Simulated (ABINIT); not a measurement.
**Cl (Cmce): G0W0 with ABINIT, start to end**

Wanted: ground state, empty states, screening and self-energy for Cl (Cmce).

Program: ABINIT 10.8.3. Level of theory: PBE and many-body steps on it, plane waves. Results are calculated unless marked as measured.

Most raw output is cut from this account.

## (1) Set-up

It takes space group Cmce (No. 64, orthorhombic). Conventional cell: a = 6.290 Å, b = 4.500 Å, c = 8.210 Å, α = 90.00°, β = 90.00°, γ = 90.00°. Cl has 1 Cl at 2.02 Å nearest.

The cell and positions come from the Crystallography Open Database and are kept as given unless a step says otherwise.

## (2) Ground state

This step: ABINIT 10.8.3; DFT, PBE, plane waves, norm-conserving pseudopotentials.

The ground-state density comes first.

run.abi

```
acell 3*1.0 Angstrom
rprim 
  3.145000000000 -2.250000000000 0.000000000000
  3.145000000000 2.250000000000 0.000000000000
  0.000000000000 0.000000000000 8.210000000000
ntypat 1
znucl 17
natom 4
typat 1 1 1 1
xred 
  0.870000000000 0.130000000000 0.100000000000
  0.630000000000 0.370000000000 0.600000000000
  0.130000000000 0.870000000000 0.900000000000
  0.370000000000 0.630000000000 0.400000000000
pp_dirpath "pseudos"
pseudos "Cl.upf"
ecut 25
ngkpt 6 6 4
nshiftk 1
shiftk 0 0 0
kptopt 1
chksymbreak 0
nband 20
occopt 1
tolvrs 1e-10
nstep 60
prtwf 0
optforces 0
optstress 0
indata_prefix "in"
outdata_prefix "out"
tmpdata_prefix "tmp"
```

Command:

```bash
$ OMP_NUM_THREADS=1 mpirun -n 8 abinit run.abi > log
```

Run time: 28 s. Hardware: 8 MPI ranks of Arm Neoverse N1, shared host; peak memory 0.65 GiB.

Numbers from this step:

- total energy: -1784.7847 eV
- gap: 2.469 eV
- k of the valence top: 0.5, 0.5, 0
- k of the conduction bottom: 0, 0, 0
- least direct gap: 2.525 eV

The gap is indirect, with the least direct gap 0.06 eV higher.

## (3) Bands along the symmetry lines

Levels along a band path, at the cheap level, show where the edges lie and whether the meshes to come will hold them.

run.abi

```
acell 3*1.0 Angstrom
rprim 
  3.145000000000 -2.250000000000 0.000000000000
  3.145000000000 2.250000000000 0.000000000000
  0.000000000000 0.000000000000 8.210000000000
ntypat 1
znucl 17
natom 4
typat 1 1 1 1
xred 
  0.870000000000 0.130000000000 0.100000000000
  0.630000000000 0.370000000000 0.600000000000
  0.130000000000 0.870000000000 0.900000000000
  0.370000000000 0.630000000000 0.400000000000
pp_dirpath "pseudos"
pseudos "Cl.upf"
ecut 25
iscf -2
irdden 1
kptopt 0
nkpt 92
kpt 
  0.00000000 0.00000000 0.00000000
  0.06250000 0.06250000 0.00000000
  0.12500000 0.12500000 0.00000000
  0.18750000 0.18750000 0.00000000
  0.25000000 0.25000000 0.00000000
  0.31250000 0.31250000 0.00000000
  0.37500000 0.37500000 0.00000000
  0.43750000 0.43750000 0.00000000
  0.50000000 0.50000000 0.00000000
  0.48474461 0.51525539 0.00000000
  0.46948923 0.53051077 0.00000000
  0.45423384 0.54576616 0.00000000
  0.43897845 0.56102155 0.00000000
  0.42372307 0.57627693 0.00000000
  0.40846768 0.59153232 0.00000000
  0.39321230 0.60678770 0.00000000
  0.37795691 0.62204309 0.00000000
  -0.37795691 0.37795691 0.00000000
  -0.33071230 0.33071230 0.00000000
  -0.28346768 0.28346768 0.00000000
  -0.23622307 0.23622307 0.00000000
  -0.18897845 0.18897845 0.00000000
  -0.14173384 0.14173384 0.00000000
  -0.09448923 0.09448923 0.00000000
  -0.04724461 0.04724461 0.00000000
  0.00000000 0.00000000 0.00000000
  0.00000000 0.00000000 0.06250000
  0.00000000 0.00000000 0.12500000
  0.00000000 0.00000000 0.18750000
  0.00000000 0.00000000 0.25000000
  0.00000000 0.00000000 0.31250000
  0.00000000 0.00000000 0.37500000
  0.00000000 0.00000000 0.43750000
  0.00000000 0.00000000 0.50000000
  -0.04724461 0.04724461 0.50000000
  -0.09448923 0.09448923 0.50000000
  -0.14173384 0.14173384 0.50000000
  -0.18897845 0.18897845 0.50000000
  -0.23622307 0.23622307 0.50000000
  -0.28346768 0.28346768 0.50000000
  -0.33071230 0.33071230 0.50000000
  -0.37795691 0.37795691 0.50000000
  0.37795691 0.62204309 0.50000000
  0.39321230 0.60678770 0.50000000
  0.40846768 0.59153232 0.50000000
  0.42372307 0.57627693 0.50000000
  0.43897845 0.56102155 0.50000000
  0.45423384 0.54576616 0.50000000
  0.46948923 0.53051077 0.50000000
  0.48474461 0.51525539 0.50000000
  0.50000000 0.50000000 0.50000000
  0.50000000 0.50000000 0.43750000
  0.50000000 0.50000000 0.37500000
  0.50000000 0.50000000 0.31250000
  0.50000000 0.50000000 0.25000000
  0.50000000 0.50000000 0.18750000
  0.50000000 0.50000000 0.12500000
  0.50000000 0.50000000 0.06250000
  0.50000000 0.50000000 0.00000000
  0.00000000 0.00000000 0.00000000
  0.00000000 0.06250000 0.00000000
  0.00000000 0.12500000 0.00000000
  0.00000000 0.18750000 0.00000000
  0.00000000 0.25000000 0.00000000
  0.00000000 0.31250000 0.00000000
  0.00000000 0.37500000 0.00000000
  0.00000000 0.43750000 0.00000000
  0.00000000 0.50000000 0.00000000
  0.00000000 0.50000000 0.06250000
  0.00000000 0.50000000 0.12500000
  0.00000000 0.50000000 0.18750000
  0.00000000 0.50000000 0.25000000
  0.00000000 0.50000000 0.31250000
  0.00000000 0.50000000 0.37500000
  0.00000000 0.50000000 0.43750000
  0.00000000 0.50000000 0.50000000
  0.00000000 0.43750000 0.50000000
  0.00000000 0.37500000 0.50000000
  0.00000000 0.31250000 0.50000000
  0.00000000 0.25000000 0.50000000
  0.00000000 0.18750000 0.50000000
  0.00000000 0.12500000 0.50000000
  0.00000000 0.06250000 0.50000000
  0.00000000 0.00000000 0.50000000
  0.06250000 0.06250000 0.50000000
  0.12500000 0.12500000 0.50000000
  0.18750000 0.18750000 0.50000000
  0.25000000 0.25000000 0.50000000
  0.31250000 0.31250000 0.50000000
  0.37500000 0.37500000 0.50000000
  0.43750000 0.43750000 0.50000000
  0.50000000 0.50000000 0.50000000
istwfk *1
nband 21
nbdbuf 2
tolwfr 1e-08
nstep 40
prtwf 0
prtvol 0
indata_prefix "in"
outdata_prefix "out"
tmpdata_prefix "tmp"
```

The job ended after 32 s (8 MPI ranks; peak memory 0.63 GiB; 4.3 min of CPU time).

This step gave:

* gap: 2.457 eV
* k of the valence top: 0.5, 0.5, 0
* k of the conduction bottom: -0.0945, 0.0945, 0
* least direct gap: 2.515 eV

The gap is 2.457 eV, −0.012 eV from the run before at this level.

The electronic bands at the labelled points (eV, zero at the top of the highest filled band):

```
     point  band 11  band 12  band 13  band 14  band 15  band 16  band 17  band 18
         Γ    -0.70    -0.40    -0.15    -0.06     2.47     3.03     6.92     7.52
   halfway    -0.71    -0.45    -0.37    -0.07     2.55     2.88     8.41     8.55
         Y    -0.96    -0.89    -0.36     0.00     2.55     2.74     8.58     8.67
   halfway    -0.93    -0.81    -0.31     0.00     2.55     2.75     8.37     8.91
        F0    -0.84    -0.66    -0.21    -0.01     2.60     2.78     8.52     9.16
jump to Δ0    -0.84    -0.66    -0.21    -0.01     2.60     2.78     8.52     9.16
   halfway    -0.40    -0.30    -0.24    -0.05     2.64     2.98     8.22     8.70
         Γ    -0.70    -0.40    -0.15    -0.06     2.47     3.03     6.92     7.52
   halfway    -0.70    -0.49    -0.13    -0.07     2.51     2.91     7.11     7.57
         Z    -0.64    -0.64    -0.10    -0.10     2.67     2.67     7.46     7.46
   halfway    -0.22    -0.22    -0.14    -0.14     2.77     2.77     8.31     8.31
        B0    -0.41    -0.41    -0.40    -0.40     2.68     2.68     9.21     9.21
jump to G0    -0.41    -0.41    -0.40    -0.40     2.68     2.68     9.21     9.21
   halfway    -0.61    -0.61    -0.44    -0.44     2.61     2.61     8.99     8.99
         T    -0.70    -0.70    -0.46    -0.46     2.58     2.58     8.93     8.93
   halfway    -0.85    -0.80    -0.47    -0.13     2.54     2.68     8.67     8.79
         Y    -0.96    -0.89    -0.36     0.00     2.55     2.74     8.58     8.67
 jump to Γ    -0.70    -0.40    -0.15    -0.06     2.47     3.03     6.92     7.52
   halfway    -0.42    -0.30    -0.25    -0.15     2.54     2.97     7.90     8.17
         S    -0.51    -0.51    -0.15    -0.15     2.85     2.85     8.30     8.30
   halfway    -0.46    -0.46    -0.09    -0.09     2.80     2.80     8.40     8.40
         R    -0.43    -0.43     0.00     0.00     2.75     2.75     8.52     8.52
   halfway    -0.39    -0.39    -0.16    -0.16     2.75     2.75     8.05     8.05
         Z    -0.64    -0.64    -0.10    -0.10     2.67     2.67     7.46     7.46
   halfway    -0.71    -0.71    -0.18    -0.18     2.66     2.66     8.76     8.76
         T    -0.70    -0.70    -0.46    -0.46     2.58     2.58     8.93     8.93
```

## (4) Empty states on the mesh, 4×4×2 mesh, 163 bands

The sums over transitions need many empty states on a uniform mesh; this step solves for them.

run.abi

```
acell 3*1.0 Angstrom
rprim 
  3.145000000000 -2.250000000000 0.000000000000
  3.145000000000 2.250000000000 0.000000000000
  0.000000000000 0.000000000000 8.210000000000
ntypat 1
znucl 17
natom 4
typat 1 1 1 1
xred 
  0.870000000000 0.130000000000 0.100000000000
  0.630000000000 0.370000000000 0.600000000000
  0.130000000000 0.870000000000 0.900000000000
  0.370000000000 0.630000000000 0.400000000000
pp_dirpath "pseudos"
pseudos "Cl.upf"
ecut 25
ngkpt 4 4 2
nshiftk 1
shiftk 0 0 0
kptopt 1
chksymbreak 0
irdden 1
istwfk *1
nband 163
prtvol 0
optdriver 6
gwr_task "HDIAGO"
paral_kgb 0
occopt 1
indata_prefix "in"
outdata_prefix "out"
tmpdata_prefix "tmp"
```

The job ended after 3.9 min (8 MPI ranks; peak memory 9.8 GiB; 31 min of CPU time).

Numbers from this step:

| Property | Result |
| --- | --- |
| gap | 2.469 eV |
| k of the valence top | 0.5, 0.5, 0 |
| k of the conduction bottom | 0, 0, 0 |
| least direct gap | 2.525 eV |
| k points computed | 14 |
| lowest point of the top converged band, above the valence top | 61.6846 eV |

On this mesh the gap is 2.469 eV.

## (5) Screening, 4×4×2 mesh, 155 bands, screening to 130.6 eV

The RPA dielectric matrix is built and inverted for each q.

This step: RPA screening on PBE, plane waves, norm-conserving pseudopotentials.

run.abi: that of step 4 with these lines changed.

```diff
@@ -22,10 +22,11 @@
 chksymbreak 0
-irdden 1
 istwfk *1
-nband 163
-prtvol 0
-optdriver 6
-gwr_task "HDIAGO"
-paral_kgb 0
 occopt 1
+irdwfk 1
+optdriver 3
+nband 155
+ecuteps 4.8
+inclvkb 2
+awtr 1
+symchi 1
 indata_prefix "in"
```

It took 2.6 min on 8 MPI ranks; peak memory 2.6 GiB.

This step gave:

```yaml
eps_infinity_with_local_fields_on_this_mesh_along_the_program_s_q_direction: 2.812
the_same_without_local_fields: 3.461
plasma_frequency: 18.23 eV
plane_waves_in_the_screening_matrix: 403
```

Local fields lower ε∞ by 19 %. On a Γ-centred mesh this coarse the value itself is usually too large, while a short band sum pulls it down.

## (6) Self-energy, 4×4×2 mesh, 155 bands, screening to 130.6 eV

The self-energy is evaluated for the states that the input lists, and the levels follow from it, in one-shot runs by the linearised quasiparticle equation.

This step: G0W0 on PBE, plane waves, norm-conserving pseudopotentials.

run.abi: that of step 5 with these lines changed.

```diff
@@ -25,8 +25,17 @@
 irdwfk 1
-optdriver 3
+optdriver 4
 nband 155
+gwcalctyp 0
+ecutsigx 25
+symsigma 1
+nkptgw 2
+kptgw 
+  0.5000000000 0.5000000000 0.0000000000
+  0.0000000000 0.0000000000 0.0000000000
+bdgw 
+  13 16
+  13 16
 ecuteps 4.8
-inclvkb 2
-awtr 1
-symchi 1
+irdscr 1
+ppmodel 1
 indata_prefix "in"
```

It took 34 s on 8 MPI ranks; peak memory 2.9 GiB; 4.6 min of CPU time.

Numbers from this step:

```
G0W0 gap on the points computed              : 5.631 eV
starting gap on the mesh                     : 2.469 eV
k of the valence top                         : 0.5, 0.5, 0
k of the conduction bottom                   : 0, 0, 0
Z at the valence top                         : 0.791
Z at the conduction bottom                   : 0.794
least direct G0W0 gap on the computed points : 5.684 eV
```

The gap on the mesh goes from 2.47 eV to 5.63 eV, a correction of +3.16 eV.

Limits: finite bands, cutoff and mesh; coarse k mesh. v1 is the top filled band, c1 the lowest empty one. The levels before and after the correction (eV, zero at the valence-band top of each column):

```
           conduction bottom  valence top
Kohn-Sham               2.47         0.00
     G0W0               5.63         0.00
```

```
                    level  energy (eV)
Kohn-Sham  (0.5 0.5 0) v2       -0.362
Kohn-Sham  (0.5 0.5 0) v1        0.000
Kohn-Sham  (0.5 0.5 0) c1        2.546
Kohn-Sham  (0.5 0.5 0) c2        2.736
Kohn-Sham            Γ v2       -0.146
Kohn-Sham            Γ v1       -0.056
Kohn-Sham            Γ c1        2.469
Kohn-Sham            Γ c2        3.031
     G0W0  (0.5 0.5 0) v2       -0.312
     G0W0  (0.5 0.5 0) v1        0.000
     G0W0  (0.5 0.5 0) c1        5.769
     G0W0  (0.5 0.5 0) c2        5.999
     G0W0            Γ v2       -0.172
     G0W0            Γ v1       -0.053
     G0W0            Γ c1        5.631
     G0W0            Γ c2        6.359
```

## (7) Where the time went

Times are wall times on 8 MPI ranks of Arm Neoverse N1, shared host, good to a factor of about two.

```
                          step     time  share  memory (GiB)
                  ground state     28 s    6 %          0.65
bands along the symmetry lines     32 s    7 %          0.63
      empty states on the mesh  3.9 min   48 %           9.8
                     screening  2.6 min   33 %           2.6
                   self-energy     34 s    7 %           2.9
```

## (8) What came out

```yaml
pbe_gap: 2.46 eV, indirect
g0w0_gap_on_the_mesh: 5.63 eV
gw_settings: 4×4×2 mesh, 155 bands, screening to 130.6 eV, Godby-Needs plasmon pole
known_limits: not at the basis limit; coarse k mesh
```

**Reading.** G0W0 moves the gap on the mesh from 2.47 eV to 5.63 eV (+3.16 eV), with Z of 0.79 and 0.79 at the edges. Local fields lower the RPA ε∞ on this mesh from 3.46 to 2.81; a Γ-centred mesh this coarse tends to raise both, most where the direct gap is narrow, while a short band sum lowers them. Only 2 of the mesh's irreducible points were corrected, so a valley elsewhere could overtake. Bands and cutoff are finite, so the gap is not at the basis limit. The miss can reach some tenths of an eV and take either sign; the mesh is an error of its own. In the G0W0 run levels were corrected at 2 k points alone, so a gap called «on the mesh» is the least over those, and an edge elsewhere would be missed. The 4×4×2 mesh is coarse for this cell, which bears on the long-range parts of exchange and screening.

[Paths, hosts, dates, memory and timing lines, banners, echoed tables and standing remarks are left out of the program output.]

[Logs are printed without paths, hosts, clocks, repeated set-up lines and the standing remarks that a program may print on its own settings, such as how far it seeks lower states.]

[Runs of the session that timed out or met a known fault of the program may be left out.]

[Hosts, paths, dates, database ids (printed as entryN), source tags and the programs' standing remarks are cut or masked in the printed files.]

[G0W0 gaps are taken among the corrected bands and points alone; a level outside them can change the order at an edge.]

[Where Ansatz stands beside ABINIT at settings called matched, ABINIT's density can come from a denser mesh and the files from another edition; pairs whose starting gaps differed by over 0.03 eV were left out, so agreement reads better than it is.]
